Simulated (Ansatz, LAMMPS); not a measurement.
# Elastic response of amorphous 29Ga2O3-71GeO2 (mol %) (86 atoms)

Aim: relax amorphous 29Ga2O3-71GeO2 (mol %) (86 atoms), then change its volume and shape to read moduli from the stress.

Calculated with Ansatz 0.2.0; Kohn-Sham DFT, PBE, PAW (set soft_2), plane waves.

### 1. The starting structure

The cell holds 86 atoms: 14 Ga, 17 Ge and 55 O. Cell: a = 10.758 Å, b = 10.758 Å, c = 10.758 Å, α = 90.0°, β = 90.0°, γ = 90.0°. 86 atoms (14 Fe, 17 Ge, 55 O) placed at random at 3.93 g/cm³, melted at 5000 K for 10 ps at fixed volume with the Morse and Coulomb pair potential with partial charges (Pedone, Malavasi, Menziani, Cormack and Segre, J. Phys. Chem. B 110, 11780 (2006)). Quenched from 5000 K to 300 K at 100 K/ps and fixed volume, held 5 ps, then minimised at fixed cell. Then Fe was replaced by Ga and the cell scaled by 1.006 (the potential has no terms for the new elements, so the cell is a start for a DFT relaxation).

What the set-up can't give: The quench rate of 100 K/ps is many orders above laboratory rates, so the cell is likely richer in defects and strain than a real sample. The starting topology of bonds comes from the classical model, and needn't be the one that DFT or experiment would give. Only the Γ point is sampled.

### 2. Single point at the start

The forces at the start show how far the geometry lies from a minimum of this functional.

Contents of input.yaml:

```yaml
crystal:
  lattice:
    - [10.75796, 0.0, 0.0]
    - [0.0, 10.75796, 0.0]
    - [0.0, 0.0, 10.75796]
  atoms:
    - { symbol: Ga, position: [0.07969, 0.96498, 0.82323] }
    - { symbol: Ga, position: [0.06538, 0.18993, 0.57543] }
    - { symbol: Ga, position: [0.82683, 0.09476, 0.9082] }
    - { symbol: Ga, position: [0.97472, 0.13733, 0.12779] }
    - { symbol: Ga, position: [0.88063, 0.09638, 0.39078] }
    - { symbol: Ga, position: [0.07904, 0.34655, 0.27302] }
    - { symbol: Ga, position: [0.10461, 0.93991, 0.32718] }
    - { symbol: Ga, position: [0.04947, 0.25788, 0.84659] }
    - { symbol: Ga, position: [0.48418, 0.41243, 0.19455] }
    - { symbol: Ga, position: [0.56577, 0.74471, 0.21997] }
    - { symbol: Ga, position: [0.042, 0.59909, 0.16007] }
    - { symbol: Ga, position: [0.85882, 0.81286, 0.32477] }
    - { symbol: Ga, position: [0.87044, 0.89607, 0.08588] }
    - { symbol: Ga, position: [0.26573, 0.47997, 0.01292] }
    - { symbol: Ge, position: [0.24513, 0.802, 0.06754] }
    - { symbol: Ge, position: [0.58544, 0.52624, 0.93312] }
    - { symbol: Ge, position: [0.3746, 0.53246, 0.71539] }
    - { symbol: Ge, position: [0.38481, 0.76272, 0.50212] }
    - { symbol: Ge, position: [0.66338, 0.13678, 0.18967] }
    - { symbol: Ge, position: [0.76091, 0.51441, 0.28165] }
    - { symbol: Ge, position: [0.67452, 0.81371, 0.85622] }
    - { symbol: Ge, position: [0.31074, 0.33488, 0.47133] }
    - { symbol: Ge, position: [0.33081, 0.05786, 0.62228] }
    - { symbol: Ge, position: [0.46857, 0.96136, 0.02118] }
    - { symbol: Ge, position: [0.7734, 0.33656, 0.5409] }
    - { symbol: Ge, position: [0.26468, 0.19266, 0.05968] }
    - { symbol: Ge, position: [0.61856, 0.14051, 0.71497] }
    - { symbol: Ge, position: [0.82492, 0.89996, 0.63254] }
    - { symbol: Ge, position: [0.0959, 0.64449, 0.44786] }
    - { symbol: Ge, position: [0.98847, 0.48648, 0.70168] }
    - { symbol: Ge, position: [0.87301, 0.42326, 0.99834] }
    - { symbol: O, position: [0.03546, 0.78099, 0.38563] }
    - { symbol: O, position: [0.79155, 0.9022, 0.92493] }
    - { symbol: O, position: [0.94259, 0.97713, 0.24454] }
    - { symbol: O, position: [0.65354, 0.26256, 0.61636] }
    - { symbol: O, position: [0.79088, 0.09474, 0.09478] }
    - { symbol: O, position: [0.73271, 0.78769, 0.70915] }
    - { symbol: O, position: [0.67308, 0.16568, 0.86271] }
    - { symbol: O, position: [0.72482, 0.82801, 0.19429] }
    - { symbol: O, position: [0.83512, 0.91425, 0.47387] }
    - { symbol: O, position: [0.26828, 0.52253, 0.83778] }
    - { symbol: O, position: [0.15238, 0.31848, 0.43364] }
    - { symbol: O, position: [0.07124, 0.53767, 0.32762] }
    - { symbol: O, position: [0.95902, 0.74658, 0.12306] }
    - { symbol: O, position: [0.10113, 0.42913, 0.10474] }
    - { symbol: O, position: [0.391, 0.39213, 0.34703] }
    - { symbol: O, position: [0.2096, 0.64648, 0.08986] }
    - { symbol: O, position: [0.93848, 0.24086, 0.26756] }
    - { symbol: O, position: [0.34131, 0.32482, 0.10372] }
    - { symbol: O, position: [1.0e-05, 0.02153, 0.98971] }
    - { symbol: O, position: [0.34414, 0.91382, 0.55026] }
    - { symbol: O, position: [0.19359, 0.85566, 0.92507] }
    - { symbol: O, position: [0.84659, 0.44231, 0.63916] }
    - { symbol: O, position: [0.46157, 0.51882, 0.03732] }
    - { symbol: O, position: [0.1877, 0.07395, 0.69887] }
    - { symbol: O, position: [0.74859, 0.40765, 0.39956] }
    - { symbol: O, position: [0.14958, 0.17098, 0.16996] }
    - { symbol: O, position: [0.24964, 0.69, 0.44892] }
    - { symbol: O, position: [0.55677, 0.03011, 0.134] }
    - { symbol: O, position: [0.726, 0.02275, 0.67657] }
    - { symbol: O, position: [0.06729, 0.34148, 0.69214] }
    - { symbol: O, position: [0.9263, 0.2711, 0.98686] }
    - { symbol: O, position: [0.06483, 0.06054, 0.44816] }
    - { symbol: O, position: [0.86453, 0.48895, 0.1506] }
    - { symbol: O, position: [0.54816, 0.90672, 0.89411] }
    - { symbol: O, position: [0.64287, 0.67873, 0.93499] }
    - { symbol: O, position: [0.1973, 0.88546, 0.19447] }
    - { symbol: O, position: [0.7199, 0.44296, 0.95811] }
    - { symbol: O, position: [0.05121, 0.58709, 0.59226] }
    - { symbol: O, position: [0.48761, 0.76428, 0.378] }
    - { symbol: O, position: [0.1922, 0.24485, 0.92861] }
    - { symbol: O, position: [0.96083, 0.48068, 0.8673] }
    - { symbol: O, position: [0.4138, 0.81922, 0.08608] }
    - { symbol: O, position: [0.96773, 0.88961, 0.70353] }
    - { symbol: O, position: [0.34735, 0.06439, 0.01627] }
    - { symbol: O, position: [0.40638, 0.67299, 0.63739] }
    - { symbol: O, position: [0.8217, 0.64417, 0.3499] }
    - { symbol: O, position: [0.61063, 0.28661, 0.17518] }
    - { symbol: O, position: [0.95169, 0.13104, 0.78023] }
    - { symbol: O, position: [0.33436, 0.42949, 0.59867] }
    - { symbol: O, position: [0.46569, 0.09307, 0.7032] }
    - { symbol: O, position: [0.88916, 0.22198, 0.52433] }
    - { symbol: O, position: [0.71454, 0.10967, 0.33608] }
    - { symbol: O, position: [0.32752, 0.181, 0.51744] }
    - { symbol: O, position: [0.51158, 0.49834, 0.79448] }
    - { symbol: O, position: [0.61593, 0.56262, 0.22757] }
kpoints:
  mp_grid: { grid: [1, 1, 1] }
hamiltonian:
  xc: pbe
scf:
  occupations: { method: gaussian, width: 0.025 }
output:
  forces: true
```

Command:

```console
$ ansatz run input.yaml --threads 4 --pin off --max-ram 8192MiB --backend cpu --events-out ev --progress --plain --runs-dir out
```

Numbers of over 12 decimals in the logs are rounded to 6 here.

The program printed:

```text
Engine: ansatz 0.2.0, x86_64-unknown-linux-gnu
Pseudopotentials: kind: paw
Pseudopotential: Ga, paw, valence charge 13, recommended cutoff 420 eV (normal), Ga.paw.azcp
Pseudopotential: Ge, paw, valence charge 14, recommended cutoff 420 eV (normal), Ge.paw.azcp
Pseudopotential: O, paw, valence charge 6, recommended cutoff 420 eV (normal), O.paw.azcp
[... 5 lines on functional and potentials left out ...]
Crystal: 86 atoms, lattice volume = 1245.059 Å³
Basis set: ecut = 420 eV, 24303 PW (Γ), exchange–correlation on 144×144×144 points (8 copies of the dense FFT grid, shifted against one another)
Bands: 461, of which v1, the nominal top of the filled ones, is band 375 counted from 1 (374 counted from 0)
Symmetry: 1 space group operations
Space group: P1 (ITA 1), of the structure as read, at distance tolerance 1.1e-4 Å
k-points: 1
[... 7 lines on functional and potentials left out ...]
Initial density: superposition of atomic densities (neutral atoms: chi_scale 0, normalization atom), corrected by the library's trained network
Initial wavefunctions: pseudopotential atomic-orbital guess
Functional: x = pbe(κ = 0.804, μ = 0.219515), c = pbe(β = 0.066725)
SCF iter   1: F=—  HF=-157174.698844 eV  |F-HF|=—  |Δ(HF+E_count)|=         —  Δρ=3.02e-3  dr2=1.15e-1  ethr=1.77e-3  ⟨swp⟩=6.0  Hψ=1691  notcnv=0  defer=62
preconditioner: auto → Resta (q_TF=auto, 2.507 Å⁻¹)  ε∞=3.3  [insulator: Δε(μ)=1.001 eV  Ē_g=19.136 eV  σ=0.025 eV  W_gap=1.00  n_scr=340 (ndim 8)  ℏωp=28.8 eV  f_vac=0.220  D(μ)=0.00/eV (n_scr^D=0)  ε∞_Penn≈3.3]
SCF iter   2: F=—  HF=-157174.694456 eV  |F-HF|=—  |Δ(HF+E_count)|=   4.39e-3  Δρ=1.65e-3  dr2=2.66e-2  ethr=1.53e-5  ⟨swp⟩=2.0  Hψ=825  notcnv=0  defer=82
SCF iter   3: F=—  HF=-157174.694781 eV  |F-HF|=—  |Δ(HF+E_count)|=   3.25e-4  Δρ=7.69e-4  dr2=8.61e-3  ethr=3.55e-6  ⟨swp⟩=2.0  Hψ=672  notcnv=0  defer=55
automatic band count: iteration 3 solves 434 bands in place of 461: the levels show a gap, and the empty bands left out lie too high to hold charge; the band table lists the bands solved (type scf.n_extra_bands for more)
SCF iter   4: F=—  HF=-157174.693811 eV  |F-HF|=—  |Δ(HF+E_count)|=   9.71e-4  Δρ=2.19e-4  dr2=6.72e-4  ethr=1.15e-6  ⟨swp⟩=2.0  Hψ=647  notcnv=0  defer=55
SCF iter   5: F=—  HF=-157174.693889 eV  |F-HF|=—  |Δ(HF+E_count)|=   7.85e-5  Δρ=1.43e-4  dr2=2.57e-4  ethr=8.96e-8  ⟨swp⟩=2.0  Hψ=752  notcnv=0  defer=55
SCF iter   6: F=—  HF=-157174.693872 eV  |F-HF|=—  |Δ(HF+E_count)|=   1.70e-5  Δρ=4.04e-5  dr2=2.21e-5  ethr=3.43e-8  ⟨swp⟩=2.0  Hψ=643  notcnv=0  defer=55
SCF iter   7: F=—  HF=-157174.695308 eV  |F-HF|=—  |Δ(HF+E_count)|=   1.44e-3  Δρ=2.44e-5  dr2=7.45e-6  ethr=2.95e-9  ⟨swp⟩=2.0  Hψ=809  notcnv=0  defer=55
SCF iter   8: F=—  HF=-157174.695309 eV  |F-HF|=—  |Δ(HF+E_count)|=   1.67e-6  Δρ=9.30e-6  dr2=1.18e-6  ethr=9.93e-10  ⟨swp⟩=2.0  Hψ=648  notcnv=0  defer=55
SCF iter   9: F=—  HF=-157174.695310 eV  |F-HF|=—  |Δ(HF+E_count)|=   4.54e-7  Δρ=4.63e-6  dr2=2.80e-7  ethr=1.58e-10  ⟨swp⟩=2.0  Hψ=754  notcnv=0  defer=55
SCF iter  10: F=-157174.695310 eV  HF=-157174.695310 eV  |F-HF|=1.81e-8  |Δ(HF+E_count)|=   5.99e-8  Δρ=1.71e-6  dr2=4.07e-8  ethr=1.33e-11  ⟨swp⟩=4.0  Hψ=1333  notcnv=0
SCF 1 converged in 10 iterations: F = -157174.695310 eV  dr2 = 4.07e-8
  greatest PAW one-centre occupation: 0.999 electrons in one spin orbital (limit 2), on the Ge atom at site 18 (counted from 0), in its partial waves of l = 2
SCF converged after 10 iterations
Free energy (F): -157174.695310 eV
Harris-Foulkes:  -157174.695310 eV  (|F-HF|=1.81e-8)
Internal energy: -157174.695310 eV  (E = F + TS)
E sigma→0 (E₀):  -157174.695310 eV
Fermi energy:    4.762319 eV
--- Per-component energies (eV) ---
  E_band       = -5831.509360
  E_kinetic    = 13122.447822
  E_local      = -115109.989204  (includes V_loc(G=0)·N_el)
  E_nonlocal   = 15958.811666
  E_hartree    = 50334.675105
  E_xc         = -6224.533772
  E_vxc        = -6987.230447  (∫ρ·V_xc dr)
  E_paw        = -71146.837385  (= ΣΔE_a)
  E_vpaw       = -13485.030413  (= ΣTr[D̂ρ^β])
  E_aug_tail   = 0.140422  (compensation charges beyond the density's cutoff)
  E_ewald      = -44109.409965
  E_smearing   = -0.000000  (= −TS)
  E_closure    = -0.000000  (closes the sum)
  Σ components = -157174.695310   (vs F -157174.695310, Δ=0.00e0)
--- Forces (eV/Å), atoms counted from 1 ---
  atom   1  Ga    -0.70665916    -0.16311068     0.17375765
  atom   2  Ga    -0.13539699     0.19786807    -0.61170126
  atom   3  Ga    -0.67272564    -0.20111683    -0.62614376
  atom   4  Ga     0.32346367     0.47707658     0.12310275
  atom   5  Ga    -0.28442338     0.47093589    -0.31900666
  atom   6  Ga     0.38115421    -0.43435868    -0.15814244
  atom   7  Ga     0.00320438    -0.65898866    -0.58209371
  atom   8  Ga    -0.42712698    -0.22017022     0.37395496
  atom   9  Ga     0.31350538    -1.50006550     0.18348003
  atom  10  Ga     0.87842720     0.20622352     1.27186307
  atom  11  Ga     0.11309538     0.62281738    -0.17107126
  atom  12  Ga    -0.52561016    -1.45205497     0.14546940
  atom  13  Ga    -0.04894860    -1.04714802    -0.69503998
  atom  14  Ga     0.25978192     0.00434349    -0.57294502
[...]
atom  85  O      1.22639888    -0.85331103    -1.16284187
  atom  86  O     -2.40729657     0.01295263    -0.71971748
  max |Σ_I F_I| component: 2.44e-5 eV/Å
```

Wall time 19 s (4 threads of Intel Xeon Platinum 8259CL at 2.50GHz (Skylake/Cascade Lake), shared host); peak memory 1.9 GiB; 49 s of CPU time.

The r.m.s. force at the start is 0.83 eV/Å.

(Part 1 of 4 ends here.)

[Logs are printed without paths, hosts, clocks, repeated set-up lines and the standing remarks that a program may print on its own settings, such as how far it seeks lower states.]

[Hosts, paths, dates, database ids (printed as entryN), source tags and the programs' standing remarks are cut or masked in the printed files.]
